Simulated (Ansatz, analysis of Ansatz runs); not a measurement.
## Hyperfine coupling of Mn2+ on a Ca site in CaO (HSE06 on PBE structures)

How near does this set-up come to the measured hyperfine coupling? Subject: Mn2+ on a Ca site in CaO. Set-up: HSE06 on PBE structures, 32-site cell, PBE lattice, 420 eV, k: 2x2x2 shifted 0.5 0.5 0.5 then the zone centre alone. The model is a cell of 32 host atoms with 1 Ca taken out and 1 Mn put in. The isotropic coupling follows from the spin density at the nucleus, the nuclear g-factor and the total spin. Exact exchange opens the gap, stiffens bonds and lessens the self-interaction error, at many times the cost.

Measured beforehand: 55Mn, isotropic, printed as −80.8 10^-4 cm^-1: -242.2 MHz at 300 K, by EPR (room temperature) (quoted in “Parallel-mode EPR spectra of the hexaaqua manganese(II) Ion in tetrahedral symmetry”, 2024, Margrete Juel Henrichsen, Jesper Bendix, Høgni Weihe, quoting earlier work (1979)).

Program: Ansatz 0.2.0. Level of theory: plane-wave PAW DFT, PBE; relaxation of all atoms of a defect supercell. Results are calculated unless marked as measured.

## (1) The starting structure

The cell holds 32 atoms: 15 Ca, 1 Mn and 16 O. Cell: a = 8.367 Å, b = 8.367 Å, c = 8.367 Å, α = 109.5°, β = 109.5°, γ = 109.5°. It derives from CaO (space group Fm-3m). Nearest the centre at fractional (0.250, 0.500, 0.250): Mn7 at 0.00 Å, O18 at 2.42 Å, O28 at 2.42 Å, O27 at 2.42 Å, O19 at 2.42 Å, O22 at 2.42 Å, O24 at 2.42 Å, Ca2 at 3.42 Å.

The host's primitive cell comes from a first run (plane-wave PAW DFT, PBE; relaxation of the host's cell and atoms): vectors of 3.416, 3.416 and 3.416 Å. That is 14.09 Å³ an atom. The supercell is built on it.

## (2) Relaxation, charge 0

Every later number rests on the structure around the defect, so the atoms are relaxed at the host's lattice first.

relax/input.yaml

```yaml
relax:
  f_tol: 0.02
  max_steps: 80
  escape_saddle: false
crystal:
  lattice:
    - [-4.83077861, 4.83077861, 4.83077861]
    - [4.83077861, -4.83077861, 4.83077861]
    - [4.83077861, 4.83077861, -4.83077861]
  atoms:
    - { symbol: Ca, position: [0.0, 0.0, 0.0] }
    - { symbol: Ca, position: [0.0, 0.25, 0.75] }
    - { symbol: Ca, position: [0.0, 0.5, 0.5] }
    - { symbol: Ca, position: [0.0, 0.75, 0.25] }
    - { symbol: Ca, position: [0.25, 0.0, 0.75] }
    - { symbol: Ca, position: [0.25, 0.25, 0.5] }
    - { symbol: Mn, position: [0.25, 0.5, 0.25], spin: 5.0 }
    - { symbol: Ca, position: [0.25, 0.75, 0.0] }
    - { symbol: Ca, position: [0.5, 0.0, 0.5] }
    - { symbol: Ca, position: [0.5, 0.25, 0.25] }
    - { symbol: Ca, position: [0.5, 0.5, 0.0] }
    - { symbol: Ca, position: [0.5, 0.75, 0.75] }
    - { symbol: Ca, position: [0.75, 0.0, 0.25] }
    - { symbol: Ca, position: [0.75, 0.25, 0.0] }
    - { symbol: Ca, position: [0.75, 0.5, 0.75] }
    - { symbol: Ca, position: [0.75, 0.75, 0.5] }
    - { symbol: O, position: [0.0, 0.0, 0.5] }
    - { symbol: O, position: [0.0, 0.25, 0.25] }
    - { symbol: O, position: [0.0, 0.5, 0.0] }
    - { symbol: O, position: [0.0, 0.75, 0.75] }
    - { symbol: O, position: [0.25, 0.0, 0.25] }
    - { symbol: O, position: [0.25, 0.25, 0.0] }
    - { symbol: O, position: [0.25, 0.5, 0.75] }
    - { symbol: O, position: [0.25, 0.75, 0.5] }
    - { symbol: O, position: [0.5, 0.0, 0.0] }
    - { symbol: O, position: [0.5, 0.25, 0.75] }
    - { symbol: O, position: [0.5, 0.5, 0.5] }
    - { symbol: O, position: [0.5, 0.75, 0.25] }
    - { symbol: O, position: [0.75, 0.0, 0.75] }
    - { symbol: O, position: [0.75, 0.25, 0.5] }
    - { symbol: O, position: [0.75, 0.5, 0.25] }
    - { symbol: O, position: [0.75, 0.75, 0.0] }
basis:
  ecutwfc: 420
  xc_grid: 2
hamiltonian:
  xc: pbe
kpoints:
  mp_grid: { grid: [2, 2, 2], shift: [0.5, 0.5, 0.5] }
magnetization:
  spin_polarized: true
  initial_magnetization: 5
  spin_locking: { lock_magnetization: hard }
scf:
  occupations: { method: fermi_dirac, width: 0.01 }
  max_iter: 120
output:
  forces: true
checkpoint:
  write: "../relax.run"
  compress: false
  write_wavefunctions: true
  write_every: 100000
```

Run with:

```sh
$ ansatz run input.yaml --threads 2 --pin off --max-ram 3768MiB --backend cpu --events-out ev --progress --plain --runs-dir out
```

Numbers of over 12 decimals in the logs are rounded to 6 here.

Output:

```text
[... repeated set-up lines and file paths are left out, and long positions are rounded to six places ...]
Engine: ansatz 0.2.0, x86_64-unknown-linux-gnu
Pseudopotentials: kind: paw
Pseudopotential: Ca, paw, valence charge 10, recommended cutoff 420 eV (normal), Ca.paw.azcp
Pseudopotential: Mn, paw, valence charge 15, recommended cutoff 420 eV (normal), Mn.paw.azcp
Pseudopotential: O, paw, valence charge 6, recommended cutoff 420 eV (normal), O.paw.azcp
Functional definition: PBE
  parameter kappa = 0.804
  parameter beta = 0.066725
  exchange = pbe_x(kappa = kappa, mu = beta*pi^2/3)
  correlation = pbe_c(beta = beta)
Crystal: 32 atoms, lattice volume = 450.932 Å³
Basis set: ecut = 420 eV, 8781 PW (Γ), exchange–correlation on 120×120×120 points (8 copies of the dense FFT grid, shifted against one another)
Bands: 165, of which v1, the nominal top of the filled ones, is band 131 counted from 1 (130 counted from 0)
Symmetry: 48 space group operations
Space group: Im-3m (ITA 229), of the structure as read, at distance tolerance 7.7e-5 Å
Magnetic group: BNS 229.140 (UNI 1642), of the structure as read, at distance tolerance 7.7e-5 Å
k-points: 2 of 8
Non-local potential: Ca, projectors of the file, l = 0: 3, l = 1: 2, l = 2: 2
Non-local potential: Mn, projectors of the file, l = 0: 3, l = 1: 2, l = 2: 3, l = 3: 1
Non-local potential: O, projectors of the file, l = 0: 2, l = 1: 2, l = 2: 1
PAW form: soft (Blöchl's): semilocal exchange-correlation on the pseudo side does not see the compensation charge
PAW one-centre angular grid: Ca, 110 points (default); XC on 64 Gauss nodes
PAW one-centre angular grid: Mn, 590 points (default); XC on 64 Gauss nodes
PAW one-centre angular grid: O, 110 points (default); XC on 64 Gauss nodes
Initial density: superposition of atomic densities (chi_scale 0.1, normalization cell, long waves kept (reshape's long-wave potential 0.02 eV rms))
Starting moments: Σ|m| = 5 μB on 1 of 32 sites
Initial wavefunctions: pseudopotential atomic-orbital guess
Functional: x = pbe(κ = 0.804, μ = 0.219515), c = pbe(β = 0.066725)
SCF iter   1: F=—  HF=-40292.894275 eV  |F-HF|=—  |Δ(HF+E_count)|=         —  Δρ=5.35e-2 (↑5.35e-2 ↓5.29e-2)  dr2=4.82e1  dr2_m=6.73e-2  M=5.000 μB ∫|m|=5.014 μB  β_m=0.30  ethr=3.10e-3  ⟨swp⟩=11.0  Hψ=3314  notcnv=0  defer=27
preconditioner: auto → Resta (q_TF=auto, 2.491 Å⁻¹)  ε∞=3.7  [insulator: Δε(μ)=1.595 eV  Ē_g=16.020 eV  σ=0.010 eV  W_gap=1.00  n_scr=134 (ndim 8)  ℏωp=26.1 eV  f_vac=0.000  D(μ)=0.00/eV (n_scr^D=0)  ε∞_Penn≈3.7]
spin=Collinear: Resta preconditioning applied to the charge; magnetization (m = ρ↑ − ρ↓) channel mixes plain (no charge-response kernel on spin).
SCF iter   2: F=—  HF=-40283.220071 eV  |F-HF|=—  |Δ(HF+E_count)|=    9.67e0  Δρ=1.94e-2 (↑1.94e-2 ↓1.91e-2)  dr2=7.85e0  dr2_m=8.13e-3  M=5.000 μB ∫|m|=5.017 μB  β_m=0.36  ethr=3.10e-3  ⟨swp⟩=3.0  Hψ=1340  notcnv=0  defer=107
SCF iter   3: F=—  HF=-40281.836010 eV  |F-HF|=—  |Δ(HF+E_count)|=    1.38e0  Δρ=1.10e-2 (↑1.08e-2 ↓1.10e-2)  dr2=2.63e0  dr2_m=4.02e-3  M=5.000 μB ∫|m|=5.025 μB  β_m=0.59  ethr=3.01e-3  ⟨swp⟩=3.5  Hψ=1255  notcnv=0  defer=103
SCF iter   4: F=—  HF=-40281.731876 eV  |F-HF|=—  |Δ(HF+E_count)|=   1.04e-1  Δρ=3.78e-3 (↑3.78e-3 ↓3.47e-3)  dr2=1.85e-1  dr2_m=2.01e-3  M=5.000 μB ∫|m|=5.045 μB  β_m=0.68  ethr=1.01e-3  ⟨swp⟩=2.5  Hψ=1219  notcnv=0  defer=103
SCF iter   5: F=—  HF=-40281.794884 eV  |F-HF|=—  |Δ(HF+E_count)|=         —  Δρ=2.27e-3 (↑2.19e-3 ↓2.27e-3)  dr2=7.86e-2  dr2_m=9.02e-4  M=5.000 μB ∫|m|=5.052 μB  β_m=0.68  ethr=7.08e-5  ⟨swp⟩=2.2  Hψ=1057  notcnv=0  defer=108
Mixer restart at iter 5: flushing history
SCF iter   6: F=—  HF=-40281.801658 eV  |F-HF|=—  |Δ(HF+E_count)|=   6.77e-3  Δρ=1.77e-3 (↑1.77e-3 ↓1.71e-3)  dr2=4.31e-2  dr2_m=3.33e-5  M=5.000 μB ∫|m|=5.053 μB  β_m=0.56  ethr=3.01e-5  ⟨swp⟩=3.0  Hψ=963  notcnv=0  defer=108
SCF iter   7: F=—  HF=-40281.795129 eV  |F-HF|=—  |Δ(HF+E_count)|=   6.53e-3  Δρ=4.74e-4 (↑4.45e-4 ↓4.74e-4)  dr2=3.70e-3  dr2_m=4.53e-5  M=5.000 μB ∫|m|=5.054 μB  β_m=0.78  ethr=1.65e-5  ⟨swp⟩=2.2  Hψ=1010  notcnv=0  defer=108
SCF iter   8: F=—  HF=-40281.799485 eV  |F-HF|=—  |Δ(HF+E_count)|=   4.36e-3  Δρ=2.12e-4 (↑2.12e-4 ↓1.24e-4)  dr2=4.03e-4  dr2_m=1.47e-5  M=5.000 μB ∫|m|=5.055 μB  β_m=0.66  ethr=1.42e-6  ⟨swp⟩=2.2  Hψ=1209  notcnv=0  defer=108
SCF iter   9: F=—  HF=-40281.799552 eV  |F-HF|=—  |Δ(HF+E_count)|=   6.63e-5  Δρ=5.19e-5 (↑5.19e-5 ↓3.44e-5)  dr2=1.96e-5  dr2_m=1.56e-6  M=5.000 μB ∫|m|=5.055 μB  β_m=0.69  ethr=1.54e-7  ⟨swp⟩=2.0  Hψ=1196  notcnv=0  defer=108
SCF iter  10: F=-40281.799564 eV  HF=-40281.799565 eV  |F-HF|=7.06e-7  |Δ(HF+E_count)|=   1.35e-5  Δρ=1.79e-5 (↑1.79e-5 ↓1.34e-5)  dr2=2.60e-6  dr2_m=2.31e-7  M=5.000 μB ∫|m|=5.055 μB  ethr=3.83e-9  ⟨swp⟩=1.5  Hψ=1883  notcnv=0
SCF 1 converged in 10 iterations: F = -40281.799564 eV  dr2 = 2.60e-6
  greatest PAW one-centre occupation: 1.004 electrons in one spin orbital (limit 2), on the Mn atom at site 6 (counted from 0), in its partial waves of l = 1
relax step   1: F+E_penalty+E_count = -40281.79956447 eV  Δ(F+E_penalty+E_count) = +0.000e0 eV  max|allowed force component| = 3.056e-1 eV/Å  Δτ_max = 0.0000 Å  (10 SCF iters, dr2 threshold 1.00e-5 eV, accepted)
[... the SCF cycles and remarks between the steps are left out from here to the last step ...]
relax step   2: F+E_penalty+E_count = -40281.87052105 eV  Δ(F+E_penalty+E_count) = -7.096e-2 eV  max|allowed force component| = 9.023e-2 eV/Å  Δτ_max = 0.0421 Å  (7 SCF iters, dr2 threshold 5.84e-6 eV, accepted)
relax step   3: F+E_penalty+E_count = -40281.87365564 eV  Δ(F+E_penalty+E_count) = -3.135e-3 eV  max|allowed force component| = 6.687e-2 eV/Å  Δτ_max = 0.0132 Å  (6 SCF iters, dr2 threshold 5.09e-7 eV, accepted)
SCF iter   1: F=—  HF=-40281.874642 eV  |F-HF|=—  |Δ(HF+E_count)|=         —  Δρ=2.34e-4 (↑2.02e-4 ↓2.34e-4)  dr2=5.12e-4  dr2_m=6.86e-6  M=5.000 μB ∫|m|=5.055 μB  β_m=0.65  ethr=3.98e-6  ⟨swp⟩=5.8  Hψ=1552  notcnv=0  defer=108
SCF iter   2: F=—  HF=-40281.875440 eV  |F-HF|=—  |Δ(HF+E_count)|=   7.99e-4  Δρ=9.35e-5 (↑8.36e-5 ↓9.35e-5)  dr2=6.49e-5  dr2_m=9.93e-7  M=5.000 μB ∫|m|=5.055 μB  β_m=0.51  ethr=1.96e-7  ⟨swp⟩=2.0  Hψ=1167  notcnv=0  defer=108
SCF iter   3: F=—  HF=-40281.875443 eV  |F-HF|=—  |Δ(HF+E_count)|=   2.38e-6  Δρ=4.73e-5 (↑4.12e-5 ↓4.73e-5)  dr2=1.91e-5  dr2_m=4.16e-7  M=5.000 μB ∫|m|=5.055 μB  β_m=0.55  ethr=2.48e-8  ⟨swp⟩=2.0  Hψ=905  notcnv=0  defer=108
SCF iter   4: F=—  HF=-40281.875446 eV  |F-HF|=—  |Δ(HF+E_count)|=   3.43e-6  Δρ=1.63e-5 (↑1.54e-5 ↓1.63e-5)  dr2=3.51e-6  dr2_m=2.28e-7  M=5.000 μB ∫|m|=5.055 μB  β_m=0.70  ethr=7.32e-9  ⟨swp⟩=2.0  Hψ=888  notcnv=0  defer=108
SCF iter   5: F=—  HF=-40281.875446 eV  |F-HF|=—  |Δ(HF+E_count)|=   2.74e-7  Δρ=3.56e-6 (↑2.93e-6 ↓3.56e-6)  dr2=1.43e-7  dr2_m=2.11e-8  M=5.000 μB ∫|m|=5.055 μB  β_m=0.79  ethr=1.34e-9  ⟨swp⟩=2.0  Hψ=887  notcnv=0  defer=108
SCF iter   6: F=-40281.875446 eV  HF=-40281.875446 eV  |F-HF|=8.08e-8  |Δ(HF+E_count)|=   1.94e-8  Δρ=2.52e-6 (↑2.52e-6 ↓2.38e-6)  dr2=9.32e-8  dr2_m=5.41e-10  M=5.000 μB ∫|m|=5.055 μB  ethr=3.83e-11  ⟨swp⟩=1.8  Hψ=1916  notcnv=0
SCF 4 converged in 6 iterations: F = -40281.875446 eV  dr2 = 9.32e-8
relax step   4: F+E_penalty+E_count = -40281.87544625 eV  Δ(F+E_penalty+E_count) = -1.791e-3 eV  max|allowed force component| = 1.171e-3 eV/Å  Δτ_max = 0.0065 Å  (6 SCF iters, accepted)
NSCF: frozen V_eff on 2 k-points
the band table was solved once a step of the walk had ended and its energy, with any forces and stress, was formed, with the checks that follow a solve (2961 applications of the Hamiltonian). They found nothing against the state; [...]
SCF converged after 6 iterations
Stability checked in part: among states of this total moment the steps that led to this state did not find it unstable. No probe was made; neither looks for a lower state of another moment (fixed_total_moment; see scf.lower_state_search)
Magnetization: 5.0000 μB (133.0000 up, 128.0000 down)
Absolute magnetization: 5.0566 μB (∫|ρ↑−ρ↓|, with the PAW one-centre terms)
Spin contamination: 0.0074 ħ² per cell (⟨S²⟩ above its minimum at these occupations)
Per-site moments (μB) at R_I (Å): [(5.280724217655105e-5, 0.989440), (5.280724217623167e-5, 0.989440), (5.280724217628496e-5, 0.989440), [... 29 left out ...]
Free energy (F): -40281.875446 eV
Harris-Foulkes:  -40281.875446 eV  (|F-HF|=8.08e-8)
Internal energy: -40281.875446 eV  (E = F + TS)
E sigma→0 (E₀):  -40281.875446 eV
Fermi energy:    9.941807 (↑ 10.241901, ↓ 9.208187) eV
--- Per-component energies (eV) ---
  E_band       = -1879.854789
  E_kinetic    = 7301.412709
  E_local      = -16284.590212  (includes V_loc(G=0)·N_el)
  E_nonlocal   = 1973.591237
  E_hartree    = 5615.319219
  E_xc         = -3379.556761
  E_vxc        = -4254.996126  (∫ρ·V_xc dr)
  E_paw        = -16709.263922  (= ΣΔE_a)
  E_vpaw       = -1845.944381  (= ΣTr[D̂ρ^β])
  E_aug_tail   = 0.038199  (compensation charges beyond the density's cutoff)
  E_ewald      = -18798.825915
  E_smearing   = -0.000000  (= −TS)
  E_closure    = 0.000000  (closes the sum)
  Σ components = -40281.875446   (vs F -40281.875446, Δ=0.00e0)
--- Forces (eV/Å), atoms counted from 1 ---
  atom   1  Ca     0.00046539    -0.00000000     0.00046539
  atom   2  Ca     0.00046539     0.00046539     0.00000000
  atom   3  Ca    -0.00046539     0.00000000     0.00046539
  atom   4  Ca    -0.00046539     0.00046539    -0.00000000
  atom   5  Ca    -0.00000000     0.00000000     0.00000000
  atom   6  Ca     0.00000000    -0.00046539     0.00046539
  atom   7  Mn     0.00000000    -0.00000000    -0.00000000
  atom   8  Ca    -0.00000000     0.00046539    -0.00046539
  atom   9  Ca    -0.00046539     0.00000000    -0.00046539
  atom  10  Ca     0.00046539    -0.00046539     0.00000000
  atom  11  Ca     0.00046539    -0.00000000    -0.00046539
  atom  12  Ca    -0.00046539    -0.00046539    -0.00000000
  atom  13  Ca    -0.00000000    -0.00000000     0.00000000
  atom  14  Ca    -0.00000000     0.00046539     0.00046539
  atom  15  Ca    -0.00000000     0.00000000    -0.00000000
  atom  16  Ca    -0.00000000    -0.00046539    -0.00046539
  atom  17  O      0.00000000     0.00000000     0.00000000
  atom  18  O      0.00000000    -0.00000000     0.00117126
  atom  19  O      0.00000000     0.00117126     0.00000000
  atom  20  O      0.00000000     0.00000000     0.00000000
  atom  21  O      0.00000000     0.00000000    -0.00000000
  atom  22  O      0.00117126    -0.00000000     0.00000000
  atom  23  O     -0.00000000     0.00000000     0.00000000
  atom  24  O     -0.00117126    -0.00000000    -0.00000000
  atom  25  O     -0.00000000     0.00000000    -0.00000000
  atom  26  O     -0.00000000    -0.00000000    -0.00000000
  atom  27  O     -0.00000000    -0.00117126    -0.00000000
  atom  28  O     -0.00000000     0.00000000    -0.00117126
  atom  29  O     -0.00000000     0.00000000     0.00000000
  atom  30  O      0.00000000    -0.00000000     0.00000000
  atom  31  O      0.00000000     0.00000000    -0.00000000
  atom  32  O      0.00000000     0.00000000     0.00000000
  max |Σ_I F_I| component: 4.34e-19 eV/Å
--- Band table (eV) ---
  k-point 0 ↑: bands = ["-71.8341", "-40.5884", "-40.5884", "-40.5884", [... 157 left out ...] "15.0926", "15.1373", "15.1373", "15.1373"]
  k-point 1 ↑: bands = ["-71.8341", "-40.5884", "-40.5884", "-40.5884", [... 157 left out ...] "14.8545", "14.8545", "15.0296", "15.0307"]
  [... further k-points left out ...]
--- Relaxed structure (4 steps of the walk, 4 accepted, 0 SCFs on fresh bases) ---
  F+E_penalty+E_count = -40281.87544625 eV   max|allowed force component| = 1.171e-3 eV/Å
  atoms:
    - { symbol: Ca, position: [0.001755, 0.003510, 0.001755] }
    - { symbol: Ca, position: [0.001755, 0.251755, 0.753510] }
    - { symbol: Ca, position: [0.001755, 0.5, 0.498245] }
    - { symbol: Ca, position: [0.001755, 0.748245, 0.25] }
    - { symbol: Ca, position: [0.250000, 0.0, 0.75] }
    - { symbol: Ca, position: [0.25, 0.251755, 0.498245] }
    - { symbol: Mn, position: [0.250000, 0.5, 0.25] }
    - { symbol: Ca, position: [0.25, 0.748245, 0.001755] }
    - { symbol: Ca, position: [0.498245, -0.003510, 0.498245] }
    - { symbol: Ca, position: [0.498245, 0.251755, 0.25] }
    - { symbol: Ca, position: [0.498245, 0.5, 0.001755] }
    - { symbol: Ca, position: [0.498245, 0.748245, 0.746490] }
    - { symbol: Ca, position: [0.75, 0.0, 0.250000] }
    - { symbol: Ca, position: [0.753510, 0.251755, 0.001755] }
    - { symbol: Ca, position: [0.75, 0.500000, 0.750000] }
    - { symbol: Ca, position: [0.746490, 0.748245, 0.498245] }
    - { symbol: O, position: [0.0, 0.0, 0.5] }
    - { symbol: O, position: [0.005047, 0.255047, 0.25] }
    - { symbol: O, position: [0.005047, 0.5, 0.005047] }
    - { symbol: O, position: [-1.683272397705946e-19, 0.75, 0.75] }
    - { symbol: O, position: [0.25, -1.8796541774383006e-19, 0.25] }
    - { symbol: O, position: [0.25, 0.255047, 0.005047] }
    - { symbol: O, position: [0.250000, 0.5, 0.75] }
    - { symbol: O, position: [0.250000, 0.744953, 0.494953] }
    - { symbol: O, position: [0.5, 0.0, 0.0] }
    - { symbol: O, position: [0.5, 0.250000, 0.75] }
    - { symbol: O, position: [0.494953, 0.5, 0.494953] }
    - { symbol: O, position: [0.494953, 0.744953, 0.250000] }
    - { symbol: O, position: [0.75, -1.879654177438302e-19, 0.75] }
    - { symbol: O, position: [0.750000, 0.250000, 0.500000] }
    - { symbol: O, position: [0.75, 0.5, 0.250000] }
    - { symbol: O, position: [0.75, 0.75, -2.0479814172088965e-19] }
```

Run time: 29 s. Hardware: 2 threads of Intel Xeon Platinum 8559C (Emerald Rapids), shared host; peak memory 1.3 GiB; 57 s of CPU time.

(Continued in part 2 of 2.)

[Logs are printed without paths, hosts, clocks, repeated set-up lines and the standing remarks that a program may print on its own settings, such as how far it seeks lower states.]

[Hosts, paths, dates, database ids (printed as entryN), source tags and the programs' standing remarks are cut or masked in the printed files.]

[For some hosts the program warned that the k-mesh of the response run may be too coarse for force constants and the static dielectric constant; such warnings are not shown here.]
